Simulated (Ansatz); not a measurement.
# CH3 on Zr(0001), ontop start, 2x2 cell: work function, bands and core levels, part 2 of 5

Wanted: core-level shifts and unfolded surface bands for CH3 on Zr(0001), ontop start, 2x2 cell.

Ansatz 0.2.0; DFT, PBE, plane-wave PAW, default files, scalar-relativistic.

So far: Starting point; The clean face.

## (2) The clean face (continued)

Share of each shell in the spectrum's area (%), by photon energy:

| shell | 21.2 eV | 100 eV | 400 eV | 1486.7 eV | 8047.8 eV |
| --- | --- | --- | --- | --- | --- |
| Zr 5s | 0.2 | 3.3 | 1.1 | 1.3 | 3.4 |
| Zr 4p | 0.0 | 78.0 | 71.4 | 87.2 | 94.2 |
| Zr 4d | 99.7 | 18.6 | 27.5 | 11.4 | 2.2 |

At the Fermi level the DOS is 7.38 states/eV a cell, and on the broadened curves Zr 4d holds 86 % of the total there.

## (3) Relaxing the atoms

System of this step: Zr16H3C. The cell holds 20 atoms: 3 H, 1 C and 16 Zr. Cell: a = 6.460 Å, b = 6.460 Å, c = 25.165 Å, α = 90.0°, β = 90.0°, γ = 60.0°. It derives from Zr. How the cell was made: adsorbate; added: CH3; site: ontop; coverage 0.25 monolayer; cell: 2x2; on one face. Regions: ad, 4 atoms (3 H and 1 C); L1, 4 atoms (4 Zr); L2, 4 atoms (4 Zr); L3, 4 atoms (4 Zr); rest, 4 atoms (4 Zr). Vacuum lies along c.

The cut or typed positions aren't at rest, and spectra shift with geometry, so the relaxation comes first. 8 atoms are held to stand for the bulk. A dipole correction cancels the field between unlike faces.

The input, input.yaml:

```yaml
crystal:
  lattice:
    - [6.46, 0.0, 0.0]
    - [3.23, 5.5945241084, 0.0]
    - [0.0, 0.0, 25.165]
  atoms:
    - { symbol: H, position: [0.160630371, 0.0, 0.701967018] }
    - { symbol: H, position: [0.842342981, 0.15908413, 0.701967018] }
    - { symbol: H, position: [0.000682577, 0.84091587, 0.701967018] }
    - { symbol: C, position: [9.4861e-05, 0.0, 0.687661435] }
    - { symbol: Zr, position: [0.0, 0.0, 0.606199086] }
    - { symbol: Zr, position: [0.5, 0.0, 0.606199086] }
    - { symbol: Zr, position: [0.0, 0.5, 0.606199086] }
    - { symbol: Zr, position: [0.5, 0.5, 0.606199086] }
    - { symbol: Zr, position: [0.833333333, 0.333333333, 0.503477051] }
    - { symbol: Zr, position: [0.333333333, 0.333333333, 0.503477051] }
    - { symbol: Zr, position: [0.833333333, 0.833333333, 0.503477051] }
    - { symbol: Zr, position: [0.333333333, 0.833333333, 0.503477051] }
    - { symbol: Zr, position: [0.0, 0.0, 0.400755017] }
    - { symbol: Zr, position: [0.5, 0.0, 0.400755017] }
    - { symbol: Zr, position: [0.0, 0.5, 0.400755017] }
    - { symbol: Zr, position: [0.5, 0.5, 0.400755017] }
    - { symbol: Zr, position: [0.833333333, 0.333333333, 0.298032982] }
    - { symbol: Zr, position: [0.333333333, 0.333333333, 0.298032982] }
    - { symbol: Zr, position: [0.833333333, 0.833333333, 0.298032982] }
    - { symbol: Zr, position: [0.333333333, 0.833333333, 0.298032982] }
kpoints:
  mp_grid: { grid: [6, 6, 1] }
scf:
  occupations: { method: fermi_dirac, width: 0.05 }
  n_extra_bands: 16
hamiltonian:
  xc: pbe
  pseudopotentials: { kind: paw }
output:
  forces: true
  write_potential: true
  volumetric_format: []
efield:
  axis: 3
  dipole_correction: true
relax:
  f_tol: 0.03
  max_steps: 45
  constraints: [{ sites: [12, 13, 14, 15, 16, 17, 18, 19] }]
```

Command:

```console
$ ansatz run input.yaml --threads 8 --pin off --max-ram 20480MiB --backend cpu --events-out ev --progress --plain --runs-dir out
```

Numbers of over 12 decimals in the logs are rounded to 6 here.

Log:

```text
[...]
Crystal: 20 atoms, lattice volume = 909.479 Å³
Basis set: ecut = 420 eV, 17797 PW (Γ), exchange–correlation on 90×90×360 points (8 copies of the dense FFT grid, shifted against one another)
Bands: 116, of which v1, the nominal top of the filled ones, is band 100 counted from 1 (99 counted from 0)
Symmetry: 1 space group operations
[...]
k-points: 20 of 36 (time reversal used)
[...]
SCF iter   1: F=—  HF=-67232.457980 eV  |F-HF|=—  |Δ(HF+E_count)|=         —  Δρ=5.82e-3  dr2=3.04e0  ethr=1.77e-3  p=0.100 e·Å  D=1.98e-2 V/Å  ΔV_dip=-0.50 eV  dr2_dipole=7.54e-1  V_vac-E_F(+/−)=3.67/4.18 eV  ⟨swp⟩=8.2  Hψ=10476  notcnv=0
[...]
SCF iter   6: F=-67232.353541 eV  HF=-67232.353547 eV  |F-HF|=6.04e-6  |Δ(HF+E_count)|=   9.79e-6  Δρ=2.27e-5  dr2=1.50e-5  ethr=1.13e-8  p=0.100 e·Å  D=1.98e-2 V/Å  ΔV_dip=-0.50 eV  dr2_dipole=5.89e-8  V_vac-E_F(+/−)=3.69/4.19 eV  ⟨swp⟩=12.2  Hψ=23228  notcnv=0
[...]
SCF 1 converged in 6 iterations: F = -67232.353541 eV  dr2 = 1.50e-5
[...]
relax step   1: F+E_penalty+E_count = -67232.35354081 eV  Δ(F+E_penalty+E_count) = +0.000e0 eV  max|allowed force component| = 2.218e0 eV/Å  Δτ_max = 0.0000 Å  (6 SCF iters, dr2 threshold 2.25e-5 eV, accepted)
[...]
SCF iter   6: F=-67232.854189 eV  HF=-67232.854234 eV  |F-HF|=4.56e-5  |Δ(HF+E_count)|=   9.13e-5  Δρ=4.10e-5  dr2=6.44e-5  ethr=5.03e-8  p=0.039 e·Å  D=7.68e-3 V/Å  ΔV_dip=-0.19 eV  dr2_dipole=9.48e-6  V_vac-E_F(+/−)=4.00/4.19 eV  ⟨swp⟩=11.6  Hψ=23495  notcnv=0
[...]
SCF 2 converged in 6 iterations: F = -67232.854189 eV  dr2 = 6.44e-5
[...]
relax step   2: F+E_penalty+E_count = -67232.85418874 eV  Δ(F+E_penalty+E_count) = -5.006e-1 eV  max|allowed force component| = 6.346e-1 eV/Å  Δτ_max = 0.1925 Å  (6 SCF iters, dr2 threshold 1.00e-4 eV, accepted)
[...]
SCF iter   6: F=-67233.036521 eV  HF=-67233.036527 eV  |F-HF|=6.44e-6  |Δ(HF+E_count)|=   2.84e-5  Δρ=2.15e-5  dr2=1.53e-5  ethr=1.26e-8  p=0.012 e·Å  D=2.39e-3 V/Å  ΔV_dip=-0.06 eV  dr2_dipole=8.58e-7  V_vac-E_F(+/−)=4.14/4.20 eV  ⟨swp⟩=13.2  Hψ=24270  notcnv=0
[...]
SCF 3 converged in 6 iterations: F = -67233.036521 eV  dr2 = 1.53e-5
relax step   3: F+E_penalty+E_count = -67233.03652091 eV  Δ(F+E_penalty+E_count) = -1.823e-1 eV  max|allowed force component| = 1.506e-1 eV/Å  Δτ_max = 0.1937 Å  (6 SCF iters, dr2 threshold 2.52e-5 eV, accepted)
[... from here on, the SCF cycles and remarks between the steps are left out ...]
relax step   4: F+E_penalty+E_count = -67233.09770549 eV  Δ(F+E_penalty+E_count) = -6.118e-2 eV  max|allowed force component| = 1.303e-1 eV/Å  Δτ_max = 0.1944 Å  (7 SCF iters, dr2 threshold 1.42e-6 eV, accepted)
relax step   5: F+E_penalty+E_count = -67233.10062915 eV  Δ(F+E_penalty+E_count) = -2.924e-3 eV  max|allowed force component| = 3.166e-1 eV/Å  Δτ_max = 0.2000 Å  (8 SCF iters, dr2 threshold 1.06e-6 eV, accepted)
relax step   6: F+E_penalty+E_count = -67233.11553270 eV  Δ(F+E_penalty+E_count) = -1.490e-2 eV  max|allowed force component| = 8.496e-2 eV/Å  Δτ_max = 0.0644 Å  (5 SCF iters, dr2 threshold 7.50e-5 eV, accepted)
relax step   7: F+E_penalty+E_count = -67233.11701604 eV  Δ(F+E_penalty+E_count) = -1.483e-3 eV  max|allowed force component| = 1.171e-1 eV/Å  Δτ_max = 0.0860 Å  (7 SCF iters, accepted)
relax step   8: F+E_penalty+E_count = -67233.11822525 eV  Δ(F+E_penalty+E_count) = -1.209e-3 eV  max|allowed force component| = 1.025e-1 eV/Å  Δτ_max = 0.0718 Å  (5 SCF iters, dr2 threshold 9.87e-7 eV, accepted)
relax step   9: F+E_penalty+E_count = -67233.11929431 eV  Δ(F+E_penalty+E_count) = -1.069e-3 eV  max|allowed force component| = 5.162e-2 eV/Å  Δτ_max = 0.0421 Å  (5 SCF iters, dr2 threshold 8.05e-6 eV, accepted)
relax step  10: F+E_penalty+E_count = -67233.11989496 eV  Δ(F+E_penalty+E_count) = -6.006e-4 eV  max|allowed force component| = 2.705e-2 eV/Å  Δτ_max = 0.0479 Å  (6 SCF iters, accepted)
relax step  11: F+E_penalty+E_count = -67233.12018415 eV  Δ(F+E_penalty+E_count) = -2.892e-4 eV  max|allowed force component| = 5.640e-2 eV/Å  Δτ_max = 0.0666 Å  (6 SCF iters, accepted)
SCF iter   1: F=—  HF=-67233.120935 eV  |F-HF|=—  |Δ(HF+E_count)|=         —  Δρ=5.61e-4  dr2=1.83e-3  ethr=5.37e-6  p=-0.021 e·Å  D=-4.24e-3 V/Å  ΔV_dip=0.11 eV  dr2_dipole=1.29e-4  V_vac-E_F(+/−)=4.31/4.20 eV  ⟨swp⟩=3.2  Hψ=3734  notcnv=0
[...]
SCF iter   6: F=-67233.120381 eV  HF=-67233.120381 eV  |F-HF|=1.41e-8  |Δ(HF+E_count)|=   7.66e-8  Δρ=1.09e-6  dr2=2.21e-8  ethr=5.03e-11  p=-0.021 e·Å  D=-4.21e-3 V/Å  ΔV_dip=0.11 eV  dr2_dipole=7.59e-10  V_vac-E_F(+/−)=4.30/4.20 eV  ⟨swp⟩=10.9  Hψ=17674  notcnv=0
[...]
SCF 12 converged in 6 iterations: F = -67233.120381 eV  dr2 = 2.21e-8
relax step  12: F+E_penalty+E_count = -67233.12038139 eV  Δ(F+E_penalty+E_count) = -1.972e-4 eV  max|allowed force component| = 2.906e-2 eV/Å  Δτ_max = 0.0176 Å  (6 SCF iters, accepted)
NSCF: frozen V_eff on 20 k-points
[...]
SCF converged after 6 iterations
Free energy (F): -67233.120381 eV
[...]
Internal energy: -67232.883806 eV  (E = F + TS)
E sigma→0 (E₀):  -67233.002094 eV
Entropy (-TS):   -0.236575 eV (-11.829 meV/atom)
Fermi energy:    3.503121 eV
Dipole field:    D = -0.004188 V/Å  (p = -0.021048 e·Å, saw-weighted, corrected)
Work function:   Φ+ = 4.3047 eV   Φ− = 4.1991 eV
[...]
--- Forces (eV/Å), atoms counted from 1 ---
  atom   1  H     -0.02160547     0.01025558    -0.00951309
  atom   2  H      0.00203495    -0.02633178    -0.00970641
  atom   3  H      0.02221995     0.01453432    -0.00912520
  atom   4  C     -0.00515814     0.00256206     0.02905907
  atom   5  Zr     0.00124576    -0.00035421    -0.00006556
  atom   6  Zr     0.00441415    -0.00247390    -0.00090236
  atom   7  Zr    -0.00395418    -0.00209497    -0.00104184
  atom   8  Zr     0.00018859     0.00423305    -0.00052086
  atom   9  Zr     0.00268198     0.00390105     0.00263473
  atom  10  Zr     0.00002603    -0.00004892    -0.00149702
  atom  11  Zr    -0.00488884     0.00023988     0.00320159
  atom  12  Zr     0.00213181    -0.00405192     0.00226697
  atom  13  Zr     0.00013133    -0.00015293    -0.13679028
  atom  14  Zr     0.00051307    -0.07206694    -0.66829351
  atom  15  Zr    -0.06206988     0.03578240    -0.66883465
  atom  16  Zr     0.06260922     0.03591301    -0.66816216
  atom  17  Zr     0.00015070     0.00250025     0.54552782
  atom  18  Zr    -0.00014808     0.00008391     0.50064955
  atom  19  Zr    -0.00220851    -0.00130270     0.54549133
  atom  20  Zr     0.00168458    -0.00112577     0.54548194
  max |Σ_I F_I| component: 1.40e-4 eV/Å
--- Band table (eV; the first three rows and the last of 20) ---
  k-point 0: bands = [... 96 lower, 3.6879, 3.7481, 4.0101, 4.1803, 4.2446, 4.2471, 4.3196, 4.3206, ... 12 higher]
  k-point 1: bands = [... 96 lower, 3.6553, 3.6573, 3.8447, 3.9322, 3.9860, 4.0355, 4.1433, 4.1732, ... 12 higher]
  k-point 2: bands = [... 96 lower, 3.3933, 3.4317, 3.5371, 3.5828, 3.6166, 3.6592, 3.7346, 3.8069, ... 12 higher]
  k-point 19: bands = [... 96 lower, 3.1577, 3.1756, 3.2254, 3.3412, 3.4068, 3.4180, 3.5605, 3.5648, ... 12 higher]
--- Relaxed structure (12 steps of the walk, 12 accepted, 0 SCFs on fresh bases) ---
  F+E_penalty+E_count = -67233.12038139 eV   max|allowed force component| = 2.906e-2 eV/Å
  atoms:
    - { symbol: H, position: [0.180817, -0.085442, 0.725917] }
    - { symbol: H, position: [0.899231, 0.185026, 0.726475] }
    - { symbol: H, position: [-0.089645, 0.903419, 0.726501] }
    - { symbol: C, position: [-0.00397133, 0.00132864, 0.710374] }
    - { symbol: Zr, position: [-0.000510254, 0.000170712, 0.621287] }
    - { symbol: Zr, position: [0.494994, 0.00972563, 0.601224] }
    - { symbol: Zr, position: [0.00992902, 0.495245, 0.601221] }
    - { symbol: Zr, position: [0.495455, 0.494862, 0.601222] }
    - { symbol: Zr, position: [0.834651, 0.330679, 0.507236] }
    - { symbol: Zr, position: [0.333305, 0.333338, 0.503139] }
    - { symbol: Zr, position: [0.834614, 0.834676, 0.507235] }
    - { symbol: Zr, position: [0.330674, 0.834633, 0.507236] }
    - { symbol: Zr, position: [0.0, 0.0, 0.400755017] }
    - { symbol: Zr, position: [0.500000, 0.0, 0.400755017] }
    - { symbol: Zr, position: [-2.7755575615628914e-17, 0.5, 0.400755017] }
    - { symbol: Zr, position: [0.500000, 0.5, 0.400755017] }
    - { symbol: Zr, position: [0.833333, 0.333333333, 0.298032982] }
    - { symbol: Zr, position: [0.333333, 0.333333333, 0.298032982] }
    - { symbol: Zr, position: [0.833333, 0.833333333, 0.298032982] }
    - { symbol: Zr, position: [0.333333, 0.833333333, 0.298032982] }
```

Elapsed: 4 min, on 8 threads of Intel Xeon Platinum 8488C (Sapphire Rapids), shared host; peak memory 4.4 GiB.

Step by step:

| step | energy less that of the first step (eV) | largest force component (eV/Å) |
| --- | --- | --- |
| 1 | 0.0000 | 2.2180 |
| 2 | -0.5006 | 0.6346 |
| 3 | -0.6830 | 0.1506 |
| 4 | -0.7442 | 0.1303 |
| 5 | -0.7471 | 0.3166 |
| 6 | -0.7620 | 0.0850 |
| 7 | -0.7635 | 0.1171 |
| 8 | -0.7647 | 0.1025 |
| 9 | -0.7658 | 0.0516 |
| 10 | -0.7664 | 0.0271 |
| 11 | -0.7666 | 0.0564 |
| 12 | -0.7668 | 0.0291 |

The atoms that moved most (Å):

```csv
atom,dx,dy,dz,length
H3,-0.382,0.350,0.617,0.806
H1,-0.146,-0.478,0.603,0.783
H2,0.451,0.145,0.617,0.778
C4,-0.022,0.007,0.572,0.572
Zr5,-0.003,0.001,0.380,0.380
Zr7,0.049,-0.027,-0.125,0.137
Zr6,-0.001,0.054,-0.125,0.137
Zr8,-0.046,-0.029,-0.125,0.136
```

This step gave:

| Item | Value |
| --- | --- |
| free energy | -67233.1204 eV |
| energy at zero smearing | -67233.0021 eV |
| smearing term TS | 0.2366 eV |
| Fermi energy | 3.503 eV |
| symmetry operations | 1 |
| work function, upper face | 4.305 eV |
| work function, lower face | 4.198 eV |

The relaxation ends 38 meV an atom lower, with a largest force component of 0.029 eV/Å on the free atoms. For the work function, upper face, step 2 gave 4.16 eV; this run, with 20 atoms, gives 4.30 eV (+4 %).

(Part 2 of 5 ends here.)

[Logs are printed without paths, hosts, clocks, repeated set-up lines and the standing remarks that a program may print on its own settings, such as how far it seeks lower states.]

[Hosts, paths, dates, database ids (printed as entryN), source tags and the programs' standing remarks are cut or masked in the printed files.]

[Maps of the electrostatic potential energy from Ansatz leave out the sawtooth potential of an applied field or a dipole correction, so their vacuum need not be flat; work functions include it.]
